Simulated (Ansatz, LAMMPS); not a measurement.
# Electronic structure of aqueous K+ and HSO4-, 6.0 mol of salt per kg of water at 300 K (173 atoms), part 2 of 2

Aim: energy, forces, charges and density of states of aqueous K+ and HSO4-, 6.0 mol of salt per kg of water at 300 K (173 atoms) at a fixed geometry.

Ansatz 0.2.0; Kohn-Sham DFT, r2SCAN+D4, PAW (set soft_2), plane waves.

The cell: 66 O, 5 S, 97 H and 5 K. The network of contacts between molecules at the start is that of the classical potential that made the cell. The concentration wasn't checked against solubility and may exceed it. The density was typed from a rule of thumb and may lie off the real one at this temperature. The Brillouin zone is sampled at Γ only, in a cell whose shortest periodic width is 12 Å.

So far: The structure; How the cell was made; Plane-wave single point.

### 4. Local order

These statistics describe the geometry on which the runs were made.

Density 1.43 g/cm³, 10.14 Å³ an atom.

Pair distribution functions g(r), in bins of 0.2 Å:

| r (Å) | total | H-H | H-O | H-K | H-S | O-O | O-K |
| --- | --- | --- | --- | --- | --- | --- | --- |
| 0.90 | 2.16 | 0.00 | 5.05 | 0.00 | 0.00 | 0.00 | 0.00 |
| 1.10 | 2.35 | 0.00 | 5.50 | 0.00 | 0.00 | 0.00 | 0.00 |
| 1.30 | 0.00 | 0.00 | 0.00 | 0.00 | 0.00 | 0.00 | 0.00 |
| 1.50 | 0.57 | 0.00 | 0.36 | 0.00 | 0.00 | 0.00 | 0.00 |
| 1.70 | 1.35 | 2.63 | 1.18 | 0.00 | 0.00 | 0.00 | 0.00 |
| 1.90 | 0.53 | 0.45 | 0.90 | 0.00 | 0.00 | 0.00 | 0.00 |
| 2.10 | 0.44 | 0.77 | 0.35 | 0.00 | 1.58 | 0.00 | 0.00 |
| 2.30 | 0.61 | 1.29 | 0.23 | 0.00 | 0.00 | 0.75 | 0.00 |
| 2.50 | 0.73 | 1.13 | 0.33 | 0.22 | 0.43 | 1.32 | 0.98 |
| 2.70 | 0.93 | 0.80 | 0.65 | 0.38 | 1.96 | 1.77 | 3.12 |
| 2.90 | 1.13 | 1.02 | 1.04 | 1.20 | 0.98 | 1.52 | 3.25 |
| 3.10 | 1.09 | 0.83 | 1.25 | 1.65 | 1.35 | 1.13 | 1.29 |
| 3.30 | 1.17 | 1.07 | 1.36 | 2.10 | 0.53 | 0.94 | 0.75 |
| 3.50 | 1.08 | 1.14 | 1.13 | 2.01 | 0.45 | 0.76 | 0.52 |
| 3.70 | 1.05 | 1.06 | 1.12 | 0.74 | 0.85 | 0.84 | 0.62 |
| 3.90 | 1.08 | 1.03 | 1.09 | 1.50 | 1.03 | 1.04 | 0.41 |
| 4.10 | 1.08 | 1.04 | 1.08 | 0.77 | 1.28 | 1.06 | 1.27 |
| 4.30 | 0.93 | 0.98 | 0.95 | 0.69 | 0.86 | 0.90 | 0.80 |
| 4.50 | 0.99 | 1.05 | 0.94 | 0.63 | 1.27 | 0.87 | 1.79 |
| 4.70 | 0.98 | 1.02 | 0.88 | 0.78 | 1.31 | 1.08 | 1.35 |
| 4.90 | 1.03 | 0.92 | 1.00 | 0.84 | 1.21 | 1.28 | 1.15 |
| 5.10 | 0.89 | 0.95 | 0.82 | 0.72 | 0.78 | 1.01 | 0.90 |
| 5.30 | 1.03 | 1.03 | 1.04 | 1.28 | 0.88 | 0.99 | 0.68 |
| 5.50 | 0.96 | 1.02 | 1.06 | 1.15 | 0.80 | 0.65 | 0.63 |
| 5.70 | 1.01 | 0.86 | 1.08 | 1.15 | 1.19 | 1.08 | 0.92 |
| 5.90 | 1.01 | 1.08 | 0.92 | 0.91 | 1.08 | 1.12 | 1.09 |

Bonds by pair of elements; cutoffs follow the first minimum of g(r), held within bounds set by covalent radii, and pairs that aren't listed don't count as bonded:

| pair A-B | cutoff (Å) | bonds | mean length (Å) | spread (Å) | shortest (Å) | B about A | A about B |
| --- | --- | --- | --- | --- | --- | --- | --- |
| H-O | 1.21 | 97 | 0.999 | 0.006 | 0.965 | 1 | 1.47 |
| O-K | 3.27 | 33 | 2.86 | 0.18 | 2.50 | 0.5 | 6.6 |
| O-S | 2.02 | 20 | 1.48 | 0.072 | 1.41 | 0.303 | 4 |

The cutoff for O-K falls short of the minimum of g(r), so counts run low and odd coordinations can be artefacts.

How many atoms have how many bonded neighbours:

| element | mean | 1 | 2 | 3 | 4 | 6 | 7 | 8 |
| --- | --- | --- | --- | --- | --- | --- | --- | --- |
| H | 1 | 97 | 0 | 0 | 0 | 0 | 0 | 0 |
| K | 6.6 | 0 | 0 | 0 | 0 | 3 | 1 | 1 |
| O | 2.27 | 7 | 37 | 19 | 3 | 0 | 0 | 0 |
| S | 4 | 0 | 0 | 0 | 5 | 0 | 0 | 0 |

Bond angles, per cent of each kind in bins of 5°:

| angle (°) | O-K-O | H-O-H | H-O-K | O-S-O | K-O-S |
| --- | --- | --- | --- | --- | --- |
| 45–50 | 3.2 | 0.0 | 0.0 | 0.0 | 0.0 |
| 50–55 | 3.2 | 0.0 | 0.0 | 0.0 | 0.0 |
| 55–60 | 3.2 | 0.0 | 0.0 | 0.0 | 0.0 |
| 60–65 | 5.3 | 0.0 | 2.2 | 0.0 | 0.0 |
| 65–70 | 4.3 | 0.0 | 4.3 | 0.0 | 0.0 |
| 70–75 | 6.4 | 0.0 | 6.5 | 0.0 | 0.0 |
| 75–80 | 6.4 | 0.0 | 2.2 | 0.0 | 0.0 |
| 80–85 | 8.5 | 0.0 | 2.2 | 0.0 | 0.0 |
| 85–90 | 4.3 | 0.0 | 6.5 | 0.0 | 9.1 |
| 90–95 | 2.1 | 0.0 | 2.2 | 0.0 | 9.1 |
| 95–100 | 6.4 | 0.0 | 8.7 | 3.3 | 27.3 |
| 100–105 | 6.4 | 0.0 | 8.7 | 33.3 | 0.0 |
| 105–110 | 3.2 | 100.0 | 4.3 | 13.3 | 0.0 |
| 110–115 | 3.2 | 0.0 | 10.9 | 26.7 | 9.1 |
| 115–120 | 6.4 | 0.0 | 17.4 | 23.3 | 0.0 |
| 120–125 | 3.2 | 0.0 | 2.2 | 0.0 | 18.2 |
| 125–130 | 3.2 | 0.0 | 4.3 | 0.0 | 0.0 |
| 130–135 | 2.1 | 0.0 | 6.5 | 0.0 | 9.1 |
| 135–140 | 6.4 | 0.0 | 2.2 | 0.0 | 9.1 |
| 140–145 | 3.2 | 0.0 | 0.0 | 0.0 | 0.0 |
| 145–150 | 4.3 | 0.0 | 2.2 | 0.0 | 0.0 |
| 150–155 | 2.1 | 0.0 | 0.0 | 0.0 | 0.0 |
| 155–160 | 3.2 | 0.0 | 0.0 | 0.0 | 9.1 |
| 160–165 | 0.0 | 0.0 | 0.0 | 0.0 | 0.0 |
| 165–170 | 0.0 | 0.0 | 6.5 | 0.0 | 0.0 |

Bond angles (no mean is given where the spread exceeds 20°):

| angle | count | mean (°) | spread (°) |
| --- | --- | --- | --- |
| O-K-O | 94 | - | - |
| H-O-H | 46 | 110 | 0 |
| H-O-K | 46 | - | - |
| O-S-O | 30 | 109 | 6.1 |
| K-O-S | 11 | - | - |

Hydrogen bonds between water molecules (O–O under 3.5 Å, H–O···O angle under 30°):

| hydrogen bonds to other water | molecules |
| --- | --- |
| 0 | 6 |
| 1 | 4 |
| 2 | 12 |
| 3 | 18 |
| 4 | 6 |

First shells of the ions:

| ion | count | shell | mean number |
| --- | --- | --- | --- |
| K | 5 | water O within 3.6 A | 5 |

Bond length by coordination (bonds to H left out):

| element | coordination | atoms | mean bond length (Å) |
| --- | --- | --- | --- |
| K | 6 | 3 | 2.85 |
| K | 7 | 1 | 2.84 |
| K | 8 | 1 | 2.89 |
| O | 1 | 7 | 1.44 |
| O | 2 | 10 | 2.03 |
| O | 3 | 19 | 2.69 |
| O | 4 | 3 | 2.89 |

For some of the pairs, g(r) has its first main peak near 1.6 Å (H-H), 1.0 Å (H-O), 3.4 Å (H-K) and 2.8 Å (O-K). The 46 water molecules hold 2.3 hydrogen bonds each to other water on average, with a mean O–O distance of 2.81 Å. Ion shells in this frame: K 5.0 (water O within 3.6 Å).

A closer look about S2, which bears the longest force: 10 atoms, nearest first, numbered in the order of the input, with positions taken from that point.

| atom | x | y | z | distance (Å) | bonds | Löwdin charge (e) | Fx | Fy | Fz (eV/Å) |
| --- | --- | --- | --- | --- | --- | --- | --- | --- | --- |
| S2 | 0.00 | 0.00 | 0.00 | 0.00 | 4 | 2.59 | 1.51 | -3.50 | 3.67 |
| O4 | -1.38 | 0.18 | -0.25 | 1.41 | 3 | -0.82 | -2.78 | 0.96 | -0.85 |
| O3 | 0.84 | 0.50 | -1.03 | 1.42 | 2 | -0.77 | 1.07 | 1.40 | -1.60 |
| O5 | 0.40 | 0.20 | 1.37 | 1.44 | 2 | -0.81 | 0.17 | 1.88 | 0.02 |
| O1 | 0.15 | -1.58 | -0.05 | 1.59 | 3 | -0.73 | -0.72 | -0.91 | -1.41 |
| H6 | 0.94 | -1.93 | 0.40 | 2.18 | 1 | 0.40 | 0.55 | 0.32 | 0.48 |
| H150 | 1.67 | 1.96 | -0.74 | 2.68 | 1 | 0.38 | 0.70 | 1.51 | 0.35 |
| H33 | 2.19 | 0.19 | -1.90 | 2.91 | 1 | 0.38 | 1.24 | -0.37 | -0.72 |
| H143 | -1.99 | -1.17 | 1.99 | 3.05 | 1 | 0.40 | -1.24 | -1.01 | -0.63 |
| H12 | -3.03 | -0.56 | -0.84 | 3.19 | 1 | 0.41 | 0.23 | 0.02 | 0.24 |

The column of bonds counts only the pairs H-O within 1.21 Å, O-K within 3.27 Å, O-S within 2.02 Å; other neighbours, such as metal atoms beside each other in a compound, aren't counted, and periodic images can show an atom twice.

### 5. Summary of results

```
free energy per atom                             : -296.7226 eV/atom
pressure                                         : -2.031 GPa
r.m.s. force component                           : 0.8234 eV/Å
gap (highest filled to lowest empty level) : 4.732 eV
wall time of the 1 DFT run                       : 39 s
```

In words: Between filled and empty levels lie 4.73 eV (at Γ alone); a semilocal functional tends to put such gaps too low. In a disordered cell it changes from sample to sample and from frame to frame. The 46 water molecules hold 2.3 hydrogen bonds each to other water on average, with a mean O–O distance of 2.81 Å.

Caveats: The force components of 0.82 eV/Å r.m.s. come partly from thermal motion and partly from the difference between the classical potential and DFT, above all in bond lengths inside molecules. The pressure of -2.0 GPa is that of one thermal frame, in which the classical model's bond lengths enter as well as the volume, without the kinetic term and with the strain of bonds inside molecules.

[Logs are printed without paths, hosts, clocks, repeated set-up lines and the standing remarks that a program may print on its own settings, such as how far it seeks lower states.]

[Hosts, paths, dates, database ids (printed as entryN), source tags and the programs' standing remarks are cut or masked in the printed files.]
